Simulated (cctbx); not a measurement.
## Accept or mend?

Cell a = 10.2320 Å, b = 10.2320 Å, c = 4.2050 Å, α = 90.00°, β = 90.00°, γ = 90.00°; space group P4/m (no. 83). The compound is Yb7InCu4Ge12.

The data are simulated with cctbx, not measured: synchrotron X-rays, λ = 0.4959 Å, to d = 0.8 Å, 70 % of the full sphere, strongest reflection 70000 counts, noise from counting, a 2 % proportional error and a noise floor of 8 counts (s.d.); no absorption.

An anisotropic refinement with weights 1/σ² prints:

```text
Rint 0.022, 517 unique reflections to 0.80 A
cycle     R1     wR2    GooF  max shift (A)
   1  0.0667  0.1465   7.498   0.00198
   2  0.0203  0.0506   2.590   0.00000
final R1 0.0203 wR2 0.0506 GooF 2.590  parameters 38  data/parameter 13.6
atom        x        y        z      Ueq    occ   su(xyz)  su(Uiso or U11)
Yb1    0.50000  0.00000  0.50000   0.0084  1.000  0.00000  0.0004
Yb2    0.00000  0.00000  0.00000   0.0064  1.000  0.00000  0.0003
Yb3    0.33023  0.67975  0.50000   0.0076  1.000  0.00005  0.0003
In1    0.50000  0.50000  0.00000   0.0260  1.000  0.00000  0.0006
Ge1    0.18359  0.92896  0.50000   0.0198  1.000  0.00014  0.0006
Ge2    0.11764  0.71563  0.00000   0.0202  1.000  0.00014  0.0006
Ge3    0.48994  0.78626  0.00000   0.0230  1.000  0.00015  0.0007
Cu1    0.28290  0.87864  0.00000   0.0127  1.000  0.00016  0.0007
difference map: max 0.98 min -3.96 rms 0.32
Q1    0.2751  0.3423  0.5000    4    1.02  0.48 A from Yb3
Q2    0.0000  0.5000  0.4076    4    0.95  0.39 A from Yb1
Q3    0.4171  0.4879  0.1787    8    0.83  1.14 A from In1
Q4    0.0000  0.0000  0.0000    1    0.82  0.00 A from Yb2
Q5    0.0370  0.5370  0.5000    4    0.78  0.54 A from Yb1
Q6    0.0961  0.4537  0.0000    4    0.67  1.26 A from Ge3
```

Q: Accept it or mend it, and why?

Mend it. The fault: dispersion terms of the wrong wavelength (1.54184 Å). Against the right model at the same level, R1 goes from 0.0091 to 0.0203 and GooF from 1.02 to 2.59, U of In1 swells from 0.0155 to 0.0260 Å², U of Yb2 shrinks from 0.0105 to 0.0064 Å², U of Yb3 shrinks from 0.0117 to 0.0076 Å², U of Yb1 shrinks from 0.0125 to 0.0084 Å² and a hole of -4.0 e/Å³ opens. f′ and f″ must be those of the data's wavelength; the error mimics a mistyped heavy atom. The signs are weak, and the output alone doesn't single this fault out.

The compound is Yb7InCu4Ge12. The right model at the same level gives:

```text
Rint 0.022, 517 unique reflections to 0.80 A
cycle     R1     wR2    GooF  max shift (A)
   1  0.0191  0.0471   2.411   0.00173
   2  0.0091  0.0200   1.025   0.00000
final R1 0.0091 wR2 0.0200 GooF 1.025  parameters 38  data/parameter 13.6
atom        x        y        z      Ueq    occ   su(xyz)  su(Uiso or U11)
Yb1    0.50000  0.00000  0.50000   0.0125  1.000  0.00000  0.0001
Yb2    0.00000  0.00000  0.00000   0.0105  1.000  0.00000  0.0001
Yb3    0.33020  0.67976  0.50000   0.0117  1.000  0.00002  0.0001
In1    0.50000  0.50000  0.00000   0.0155  1.000  0.00000  0.0002
Ge1    0.18357  0.92883  0.50000   0.0191  1.000  0.00006  0.0002
Ge2    0.11781  0.71570  0.00000   0.0196  1.000  0.00006  0.0002
Ge3    0.48996  0.78637  0.00000   0.0223  1.000  0.00006  0.0003
Cu1    0.28279  0.87881  0.00000   0.0167  1.000  0.00006  0.0003
difference map: max 0.77 min -0.93 rms 0.16
Q1    0.4396  0.4392  0.5000    4    0.81  1.65 A from Yb3
Q2    0.2590  0.3504  0.5000    4    0.61  0.66 A from Yb3
Q3    0.4125  0.4893  0.2131    8    0.57  1.27 A from In1
Q4    0.0274  0.2556  0.3794    8    0.53  1.00 A from Ge1
Q5    0.2108  0.7161  0.2451    8    0.51  1.40 A from Ge2
Q6    0.3479  0.4960  0.1417    8    0.50  1.50 A from Ge3
```

The model was made for the exercise: a known structure type with other elements put in, its volume estimated, not relaxed; displacement parameters are assumed.

[Middle refinement cycles are left out of these outputs.]

[Logs are printed without paths, hosts, clocks, repeated set-up lines and the standing remarks that a program may print on its own settings, such as how far it seeks lower states.]
